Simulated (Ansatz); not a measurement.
# Σ3 (111)[11-2] symmetric tilt boundary in Li (132 atoms): support functions against a reference

Wanted: errors and times of a linear-scaling basis for Σ3 (111)[11-2] symmetric tilt boundary in Li (132 atoms). A setting counts as converged where the r.m.s. difference of forces stays under 1 % of the r.m.s. force.

Calculated with Ansatz 0.2.0; Kohn-Sham DFT, PBE, PAW (set soft_2), plane waves.

## (1) Starting point

The cell holds 132 atoms: 132 Li. Cell: a = 8.598 Å, b = 14.892 Å, c = 24.518 Å, α = 90.0°, β = 90.0°, γ = 90.0°. It derives from Li (bcc). Bcc Li (a = 3.51 Å); two grains mirrored in (111), tilt axis [11-2]; 1 x 3 boundary periods, 4 lattice periods a grain, two boundaries a cell, upper grain shifted by [0.795, 0.163] of the boundary cell and opened by 0.1 Å, one atom of each pair nearer than 2.28 Å removed; not relaxed, displaced by a Gaussian of 0.02 Å. Regions: lower grain, 72 atoms (72 Li); upper grain, 60 atoms (60 Li).

What the set-up can't give: The host structure and its lattice constant were typed by rule, without a check against the phase diagram.

## (2) Plane-wave single point

The first run uses the default basis; a harder plane-wave run follows as the reference for the support functions.

File input.yaml:

```yaml
crystal:
  lattice:
    - [8.59771, 0.0, 0.0]
    - [0.0, 14.89167, 0.0]
    - [0.0, 0.0, 24.51799]
  atoms:
    - { symbol: Li, position: [0.49882, 0.16474, 0.00042] }
    - { symbol: Li, position: [0.83317, 0.16905, 0.04314] }
    - { symbol: Li, position: [0.00023, 0.00049, 0.99888] }
    - { symbol: Li, position: [0.33488, 0.99887, 0.04025] }
    - { symbol: Li, position: [0.66641, 0.99951, 0.08295] }
    - { symbol: Li, position: [0.50101, 0.50194, 0.99862] }
    - { symbol: Li, position: [0.83102, 0.49829, 0.03957] }
    - { symbol: Li, position: [0.99572, 0.33298, 0.99923] }
    - { symbol: Li, position: [0.33397, 0.33532, 0.0423] }
    - { symbol: Li, position: [0.669, 0.33259, 0.08308] }
    - { symbol: Li, position: [0.16801, 0.16587, 0.08252] }
    - { symbol: Li, position: [0.5018, 0.1651, 0.12364] }
    - { symbol: Li, position: [0.83548, 0.16756, 0.16594] }
    - { symbol: Li, position: [0.99568, 0.99914, 0.12483] }
    - { symbol: Li, position: [0.3285, 0.99957, 0.16697] }
    - { symbol: Li, position: [0.66546, 0.00099, 0.20654] }
    - { symbol: Li, position: [0.4991, 0.83012, 0.0003] }
    - { symbol: Li, position: [0.83597, 0.83068, 0.04213] }
    - { symbol: Li, position: [0.99625, 0.66703, 0.99968] }
    - { symbol: Li, position: [0.33101, 0.66773, 0.04025] }
    - { symbol: Li, position: [0.66833, 0.66679, 0.08138] }
    - { symbol: Li, position: [0.16512, 0.50019, 0.08277] }
    - { symbol: Li, position: [0.49963, 0.50187, 0.12423] }
    - { symbol: Li, position: [0.83334, 0.49891, 0.16477] }
    - { symbol: Li, position: [0.99611, 0.33398, 0.12417] }
    - { symbol: Li, position: [0.33627, 0.33135, 0.16365] }
    - { symbol: Li, position: [0.66755, 0.33215, 0.20557] }
    - { symbol: Li, position: [0.16703, 0.16737, 0.20617] }
    - { symbol: Li, position: [0.49961, 0.16597, 0.24775] }
    - { symbol: Li, position: [0.83534, 0.16723, 0.2893] }
    - { symbol: Li, position: [0.99982, 0.99924, 0.2476] }
    - { symbol: Li, position: [0.33366, 0.00194, 0.28891] }
    [... 94 atom lines left out ...]
    - { symbol: Li, position: [0.62754, 0.99683, 0.58226] }
    - { symbol: Li, position: [0.79486, 0.83096, 0.62504] }
    - { symbol: Li, position: [0.12738, 0.82816, 0.58288] }
    - { symbol: Li, position: [0.46536, 0.82909, 0.54157] }
    - { symbol: Li, position: [0.96196, 0.66519, 0.54331] }
    - { symbol: Li, position: [0.96051, 0.99749, 0.54074] }
kpoints:
  mp_grid: { grid: [2, 1, 1] }
hamiltonian:
  xc: pbe
scf:
  occupations: { method: fermi_dirac, width: 0.1 }
output:
  forces: true
  stress: true
  populations: true
  dos:
    method: { smearing: { sigma: 0.1 } }
    de: 0.1
    projected:
      site_lists:
        Li: [Li]
        lower_grain: [0, 1, 2, 3, 4, 5, 6, 7, 8, 9, 10, 11, 12, 13, 14, 15, 16, 17, 18, 19, 20, 21, 22, 23, 24, 25, 26, 27, 28, 29, 30, 31, 32, 33, 34, 35, 36, 37, 38, 39, 40, 41, 42, 43, 44, 45, 46, 47, 48, 49, 50, 51, 52, 53, 54, 55, 56, 57, 58, 59, 60, 61, 62, 63, 64, 65, 66, 67, 68, 69, 70, 71]
        upper_grain: [72, 73, 74, 75, 76, 77, 78, 79, 80, 81, 82, 83, 84, 85, 86, 87, 88, 89, 90, 91, 92, 93, 94, 95, 96, 97, 98, 99, 100, 101, 102, 103, 104, 105, 106, 107, 108, 109, 110, 111, 112, 113, 114, 115, 116, 117, 118, 119, 120, 121, 122, 123, 124, 125, 126, 127, 128, 129, 130, 131]
  eigenvalues: true
  write_density: true
  write_potential: true
  volumetric_format: npy
```

The run is started by

```
ansatz run input.yaml --threads 8 --pin off --max-ram 15872MiB --backend cpu --events-out ev --progress --plain --runs-dir out
```

Numbers of over 12 decimals in the logs are rounded to 6 here.

Log:

```text
Engine: ansatz 0.2.0, aarch64-unknown-linux-gnu
Pseudopotentials: kind: paw
Pseudopotential: Li, paw, valence charge 3, recommended cutoff 420 eV (normal), Li.paw.azcp
[... 5 lines on functional and potentials left out ...]
Crystal: 132 atoms, lattice volume = 3139.143 Å³
Basis set: ecut = 420 eV, 61373 PW (Γ), exchange–correlation on 120×200×360 points (8 copies of the dense FFT grid, shifted against one another)
Bands: 330, of which v1, the nominal top of the filled ones, is band 198 counted from 1 (197 counted from 0)
Symmetry: 1 space group operations
Space group: P1 (ITA 1), of the structure as read, at distance tolerance 1.5e-4 Å
k-points: 2
[... 3 lines on functional and potentials left out ...]
Initial density: superposition of atomic densities (neutral atoms: chi_scale 0, normalization atom), corrected by the library's trained network
Initial wavefunctions: pseudopotential atomic-orbital guess
Functional: x = pbe(κ = 0.804, μ = 0.219515), c = pbe(β = 0.066725)
SCF iter   1: F=—  HF=-27011.784504 eV  |F-HF|=—  |Δ(HF+E_count)|=         —  Δρ=1.41e-3  dr2=1.33e0  ethr=1.77e-3  ⟨swp⟩=12.0  Hψ=4259  notcnv=0  defer=12
preconditioner: auto → Kerker (q_TF=auto, 1.932 Å⁻¹)  [metal: Δε(μ)=0.032 eV  Ē_g=3.574 eV  σ=0.100 eV  W_gap=0.08  n_scr=374 (ndim 8)  ℏωp=7.6 eV  f_vac=0.000  D(μ)=65.90/eV (n_scr^D=394)]
SCF iter   2: F=—  HF=-27011.712419 eV  |F-HF|=—  |Δ(HF+E_count)|=   7.21e-2  Δρ=9.11e-4  dr2=5.08e-1  ethr=3.36e-4  ⟨swp⟩=2.0  Hψ=780  notcnv=0  defer=20
SCF iter   3: F=—  HF=-27011.665438 eV  |F-HF|=—  |Δ(HF+E_count)|=   4.70e-2  Δρ=1.77e-4  dr2=3.69e-3  ethr=1.28e-4  ⟨swp⟩=1.5  Hψ=619  notcnv=0  defer=20
SCF iter   4: F=—  HF=-27011.665285 eV  |F-HF|=—  |Δ(HF+E_count)|=   1.52e-4  Δρ=4.24e-5  dr2=2.04e-4  ethr=9.32e-7  ⟨swp⟩=2.0  Hψ=732  notcnv=0  defer=20
SCF iter   5: F=—  HF=-27011.665266 eV  |F-HF|=—  |Δ(HF+E_count)|=   1.91e-5  Δρ=1.30e-5  dr2=2.48e-5  ethr=5.16e-8  ⟨swp⟩=2.0  Hψ=689  notcnv=0  defer=20
SCF iter   6: F=—  HF=-27011.665268 eV  |F-HF|=—  |Δ(HF+E_count)|=   2.25e-6  Δρ=3.38e-6  dr2=1.92e-6  ethr=6.27e-9  ⟨swp⟩=3.0  Hψ=1274  notcnv=0  defer=23
SCF iter   7: F=—  HF=-27011.665268 eV  |F-HF|=—  |Δ(HF+E_count)|=   1.40e-7  Δρ=8.43e-7  dr2=1.18e-7  ethr=4.86e-10  ⟨swp⟩=1.5  Hψ=587  notcnv=0  defer=23
SCF iter   8: F=-27011.665268 eV  HF=-27011.665268 eV  |F-HF|=2.60e-9  |Δ(HF+E_count)|=   9.72e-9  Δρ=2.12e-7  dr2=5.77e-9  ethr=2.53e-11  ⟨swp⟩=17.0  Hψ=4067  notcnv=0
SCF 1 converged in 8 iterations: F = -27011.665268 eV  dr2 = 5.77e-9
  greatest PAW one-centre occupation: 1.000 electrons in one spin orbital (limit 2), on the Li atom at site 130 (counted from 0), in its partial waves of l = 0
SCF converged after 8 iterations
Free energy (F): -27011.665268 eV
Harris-Foulkes:  -27011.665268 eV  (|F-HF|=2.60e-9)
Internal energy: -27009.378763 eV  (E = F + TS)
E sigma→0 (E₀):  -27010.522015 eV
Entropy (-TS):   -2.286506 eV (-17.322 meV/atom)
Fermi energy:    0.587311 eV
--- Per-component energies (eV) ---
  E_band       = -12311.856336
  E_kinetic    = 2746.993862
  E_local      = -18939.686396  (includes V_loc(G=0)·N_el)
  E_nonlocal   = -4393.982740
  E_hartree    = 5807.648683
  E_xc         = -1300.387826
  E_vxc        = -1673.082223  (∫ρ·V_xc dr)
  E_paw        = -2771.524014  (= ΣΔE_a)
  E_vpaw       = -1667.398297  (= ΣTr[D̂ρ^β])
  E_aug_tail   = 0.001893  (compensation charges beyond the density's cutoff)
  E_ewald      = -8158.442224
  E_smearing   = -2.286506  (= −TS)
  E_closure    = -0.000000  (closes the sum)
  Σ components = -27011.665268   (vs F -27011.665268, Δ=0.00e0)
--- Forces (eV/Å), atoms counted from 1 ---
  atom   1  Li    -0.13650528    -0.00866156    -0.10656131
  atom   2  Li    -0.04126921    -0.06170575    -0.13784975
  atom   3  Li    -0.16820973    -0.06461911    -0.06554986
  atom   4  Li    -0.06752566    -0.01924703    -0.07833018
  atom   5  Li    -0.01337350    -0.00760567    -0.11551093
  atom   6  Li    -0.16491145    -0.07905071    -0.09961375
  atom   7  Li    -0.02821331     0.01685845    -0.08192250
  atom   8  Li    -0.10480446    -0.05942974    -0.10920518
  atom   9  Li    -0.05123105    -0.02812292    -0.15623577
  atom  10  Li    -0.07270074     0.02813922    -0.10453792
  atom  11  Li    -0.02368515     0.00223782    -0.08295513
  atom  12  Li     0.01217474    -0.00444065     0.00170481
  atom  13  Li    -0.01591804    -0.01729727     0.04364045
  atom  14  Li     0.03373347     0.01403392    -0.04926357
[...]
atom 131  Li     0.05480907    -0.01302469    -0.31471330
  atom 132  Li     0.08592634     0.00318019    -0.24179184
  max |Σ_I F_I| component: 2.17e-6 eV/Å
--- Stress (GPa, compression-positive) ---
       -1.656745       0.020776      -0.036676
        0.020776      -0.501927      -0.018930
       -0.036676      -0.018930      -1.140362
  P = ⅓ Tr σ = -1.0997 GPa (-10.997 kbar)
--- Band table (eV) ---
  k-point 0: bands = ["-46.6031", "-46.5915", "-46.5825", "-46.5816", [... 314 levels ...], "4.8400", "4.8655", "4.8811", "4.8933", "4.9082", "4.9126", "4.9180", "4.9307", "4.9354", "4.9400", "4.9758", "4.9786"]
  k-point 1: bands = ["-46.6031", "-46.5915", "-46.5825", "-46.5816", [... 314 levels ...], "4.4904", "4.4992", "4.5409", "4.5433", "4.5441", "4.5566", "4.7680", "4.7698", "4.7804", "4.7915", "4.8161", "4.8200"]
--- Löwdin populations: 132 sites ---
  site symbol       q [e]
     0     Li      2.8816
     1     Li      2.9240
     2     Li      2.8781
[...]
131     Li      2.9148
  spilling = 0.028952 (of n_electrons = 396.000000)
```

It took 53 s on 8 threads of Arm Neoverse V2, shared host; peak memory 10 GiB.

In the SCF lines HF is the Harris–Foulkes energy and dr2 the Hartree energy of the density residual, in eV; the loop may stop once dr2 is under the threshold and the program's other checks hold. Hψ counts applications of the Hamiltonian.

Numbers from this run:

```yaml
free_energy: -27011.6653 eV
free_energy_per_atom: -204.6338 eV/atom
scf_cycles: 8
pressure: -1.1 GPa
r_m_s_force_component: 0.08353 eV/Å
longest_force: 0.3197 eV/Å
fermi_energy: 0.5873 eV
levels_partly_filled_by_over_2_per_cent: 54
spilling_of_the_projection: 0.02895
```

The r.m.s. force component of 0.084 eV/Å and the pressure of -1.1 GPa set the scale for the differences below.

## (3) Plane waves at 750 eV (750 eV)

A harder cutoff gives the support functions a reference with less basis error.

input.yaml, the sections that differ from step 2:

```yaml
output:
  forces: true
  eigenvalues: true
basis:
  ecutwfc: "750 eV"
# crystal, kpoints, hamiltonian, scf: as in step 2
```

Log:

```text
[...]
Crystal: 132 atoms, lattice volume = 3139.143 Å³
Basis set: ecut = 750 eV, 146357 PW (Γ), exchange–correlation on 160×270×450 points (8 copies of the dense FFT grid, shifted against one another)
Bands: 330, of which v1, the nominal top of the filled ones, is band 198 counted from 1 (197 counted from 0)
Symmetry: 1 space group operations
[...]
k-points: 2
[...]
SCF iter   1: F=—  HF=-27011.809508 eV  |F-HF|=—  |Δ(HF+E_count)|=         —  Δρ=1.47e-3  dr2=1.53e0  ethr=1.77e-3  ⟨swp⟩=12.5  Hψ=4423  notcnv=0  defer=75
[...]
SCF iter   7: F=—  HF=-27011.697700 eV  |F-HF|=—  |Δ(HF+E_count)|=   2.82e-7  Δρ=1.06e-6  dr2=1.26e-7  ethr=7.47e-10  ⟨swp⟩=2.0  Hψ=761  notcnv=0  defer=71
SCF iter   8: F=-27011.697700 eV  HF=-27011.697700 eV  |F-HF|=7.25e-9  |Δ(HF+E_count)|=   1.59e-8  Δρ=2.72e-7  dr2=1.30e-8  ethr=2.53e-11  ⟨swp⟩=15.0  Hψ=2976  notcnv=0
SCF 1 converged in 8 iterations: F = -27011.697700 eV  dr2 = 1.30e-8
[...]
SCF converged after 8 iterations
Free energy (F): -27011.697700 eV
[...]
Internal energy: -27009.411221 eV  (E = F + TS)
E sigma→0 (E₀):  -27010.554460 eV
Entropy (-TS):   -2.286479 eV (-17.322 meV/atom)
Fermi energy:    0.587195 eV
[...]
Σ components = -27011.697700   (vs F -27011.697700, Δ=0.00e0)
--- Forces (eV/Å), atoms counted from 1 ---
  atom   1  Li    -0.13649302    -0.00866019    -0.10654165
  atom   2  Li    -0.04127224    -0.06170449    -0.13783009
  atom   3  Li    -0.16820142    -0.06462148    -0.06552231
  atom   4  Li    -0.06753605    -0.01924395    -0.07831165
[...]
atom 132  Li     0.08592391     0.00317649    -0.24178647
  max |Σ_I F_I| component: 5.33e-6 eV/Å
--- Band table (eV) ---
[...]
```

The job ended after 63 s (8 threads; peak memory 14 GiB; 8 min of CPU time).

The program notes that it cut back its work space to fit the memory limit.

Forces differ from the reference by 0.009 meV/Å r.m.s., 0.011 % of their size, well within a tolerance of 1 %; the energy by -0.25 meV/atom.

## (4) Support functions medium

The cell is solved in localised support functions. The level medium gives here a grid of 36×60×96 points and a radius of 4.27 Å. Besides, the program derives a nominal cutoff of 420 eV for this run, against the reference's 750.

This step: Kohn-Sham DFT, PBE, PAW (set soft_2), localised support functions (medium) (Ansatz 0.2.0).

input.yaml, the sections that differ from step 3:

```yaml
scf:
  occupations: { method: fermi_dirac, width: 0.1 }
  eigensolver: { kind: { support_functions: { accuracy: medium } } }
  mixing: { beta: 0.2 }
  max_iter: 150
output:
  forces: true
# crystal, kpoints, hamiltonian: as in step 3
# basis: removed
```

Log:

```text
Warning: scf.eigensolver.kind.support_functions: disabling space-group detection — the functions' gradient is summed over unrotated k-points, so no spatial operation reduces the k-mesh or symmetrises the density; time reversal is kept, so that k and −k are solved as one point where they differ and the mesh holds both, and exact exchange and, on two spinor components, a DFT+U term hold to it where the run has them: [...]
settings of this run that can trade accuracy for cost: scf.eigensolver.kind.support_functions [...]
[...]
Crystal: 132 atoms, lattice volume = 3139.143 Å³
Basis set: ecut = 420 eV, 61373 PW (Γ), exchange–correlation on 120×200×360 points (8 copies of the dense FFT grid, shifted against one another)
Bands: 238, of which v1, the nominal top of the filled ones, is band 198 counted from 1 (197 counted from 0)
Symmetry: 1 space group operations
k-points: 2
[...]
Eigensolver: Support functions (medium, 36×60×96 points, laid for a spacing of at most 0.257060 Å, radius 4.272349 Å, 1 species' potentials softened for the grid, 1 wholly corrected for its errors in the mean over positions, 1 with the egg-box correction, energy correction by stochastic trace)
[...]
SCF iter   1: F=—  HF=-27007.208167 eV  |F-HF|=—  |Δ(HF+E_count)|=         —  Δρ=9.68e-3  dr2=9.62e1  ethr=1.00e-1
[...]
SCF iter  11: F=—  HF=-27011.683695 eV  |F-HF|=—  |Δ(HF+E_count)|=   4.15e-4  Δρ=1.06e-5  dr2=2.76e-5  ethr=7.93e-9  κ⁻¹=9.7e-8(r=7)
SCF iter  12: F=-27011.684042 eV  HF=-27011.684046 eV  |F-HF|=4.43e-6  |Δ(HF+E_count)|=   3.51e-4  Δρ=4.71e-6  dr2=2.16e-6  ethr=6.97e-9
SCF 1 converged in 12 iterations: F = -27011.689227 eV  dr2 = 2.16e-6
[...]
SCF converged after 12 iterations
Stability not checked: this state was not tested for a lower state beside it, because the mixer in use, unlike msr1, does not test its closes by its own steps (another_mixer; see scf.mixing.algorithm and scf.lower_state_search)
Free energy (F): -27011.689227 eV
[...]
Internal energy: -27009.404672 eV  (E = F + TS)
E sigma→0 (E₀):  -27010.546950 eV
Entropy (-TS):   -2.284555 eV (-17.307 meV/atom)
Fermi energy:    0.586880 eV
[...]
Σ components = -27011.689227   (vs F -27011.689227, Δ=0.00e0)
--- Forces (eV/Å), atoms counted from 1 ---
  atom   1  Li    -0.13642470    -0.00702821    -0.10673857
  atom   2  Li    -0.04122270    -0.06358823    -0.13980726
  atom   3  Li    -0.16827316    -0.06503949    -0.06387927
  atom   4  Li    -0.06780045    -0.01814954    -0.07568977
[...]
atom 132  Li     0.08575670     0.00401354    -0.24010176
  max |Σ_I F_I| component: 3.17e-1 eV/Å
--- Band table (eV) ---
[...]
guard bands above this table: 2 of the run's 238 bands (output.publish_guard_bands: true publishes all)
[...]
```

Run time: 75 s. Hardware: 8 threads; peak memory 3.6 GiB.

The program notes that the band table was not solved further than the SCF left it, the forces don't sum to zero within tolerance, the correction for the support functions is uncertain and it switched symmetry off.

Keys that differ from the reference: basis.ecutwfc removed, support_functions.accuracy = "medium", scf.max_iter = 150 and scf.mixing.beta = 0.2.

Forces differ from the reference by 1.8 meV/Å r.m.s., 2.2 % of their size, over a tolerance of 1 %; the energy by +0.064 meV/atom. It took 1.2 times the reference's time (shared host, so rough).

## (5) Support functions low

The level low is asked for. Here it resolves to the same grid and radius as in the run with support functions medium, so the basis is not new. Besides, the program derives a nominal cutoff of 420 eV for this run, against the reference's 750.

This step: Kohn-Sham DFT, PBE, PAW (set soft_2), localised support functions (low) (Ansatz 0.2.0).

input.yaml, the sections that differ from step 4:

```yaml
scf:
  occupations: { method: fermi_dirac, width: 0.1 }
  eigensolver: { kind: { support_functions: { accuracy: low } } }
  mixing: { beta: 0.2 }
  max_iter: 150
# crystal, kpoints, hamiltonian, output: as in step 4
```

Log:

```text
[...]
Crystal: 132 atoms, lattice volume = 3139.143 Å³
Basis set: ecut = 420 eV, 61373 PW (Γ), exchange–correlation on 120×200×360 points (8 copies of the dense FFT grid, shifted against one another)
Bands: 238, of which v1, the nominal top of the filled ones, is band 198 counted from 1 (197 counted from 0)
Symmetry: 1 space group operations
k-points: 2
[...]
Eigensolver: Support functions (low, 36×60×96 points, laid for a spacing of at most 0.257060 Å, radius 4.272349 Å, 1 species' potentials softened for the grid, 1 wholly corrected for its errors in the mean over positions, 1 with the egg-box correction, energy correction by stochastic trace)
[...]
SCF iter   1: F=—  HF=-27007.208167 eV  |F-HF|=—  |Δ(HF+E_count)|=         —  Δρ=9.68e-3  dr2=9.62e1  ethr=1.00e-1
[...]
SCF iter  11: F=—  HF=-27011.683695 eV  |F-HF|=—  |Δ(HF+E_count)|=   4.15e-4  Δρ=1.06e-5  dr2=2.76e-5  ethr=7.93e-9  κ⁻¹=9.7e-8(r=7)
SCF iter  12: F=-27011.684042 eV  HF=-27011.684046 eV  |F-HF|=4.43e-6  |Δ(HF+E_count)|=   3.51e-4  Δρ=4.71e-6  dr2=2.16e-6  ethr=6.97e-9
SCF 1 converged in 12 iterations: F = -27011.689227 eV  dr2 = 2.16e-6
[...]
SCF converged after 12 iterations
[...]
Free energy (F): -27011.689227 eV
[...]
Internal energy: -27009.404672 eV  (E = F + TS)
E sigma→0 (E₀):  -27010.546950 eV
Entropy (-TS):   -2.284555 eV (-17.307 meV/atom)
Fermi energy:    0.586880 eV
[...]
Σ components = -27011.689227   (vs F -27011.689227, Δ=0.00e0)
--- Forces (eV/Å), atoms counted from 1 ---
  atom   1  Li    -0.13642470    -0.00702821    -0.10673857
  atom   2  Li    -0.04122270    -0.06358823    -0.13980726
  atom   3  Li    -0.16827316    -0.06503949    -0.06387927
  atom   4  Li    -0.06780045    -0.01814954    -0.07568977
[...]
atom 132  Li     0.08575670     0.00401354    -0.24010176
  max |Σ_I F_I| component: 3.17e-1 eV/Å
--- Band table (eV) ---
[...]
```

Elapsed: 76 s, on 8 threads; peak memory 3.6 GiB.

Keys that differ from the reference: basis.ecutwfc removed, support_functions.accuracy = "low", scf.max_iter = 150 and scf.mixing.beta = 0.2.

Forces differ from the reference by 1.8 meV/Å r.m.s., 2.2 % of their size, over a tolerance of 1 %; the energy by +0.064 meV/atom. It took 1.2 times the reference's time (shared host, so rough).

[end of part 1 of 3]

[Logs are printed without paths, hosts, clocks, repeated set-up lines and the standing remarks that a program may print on its own settings, such as how far it seeks lower states.]

[Hosts, paths, dates, database ids (printed as entryN), source tags and the programs' standing remarks are cut or masked in the printed files.]
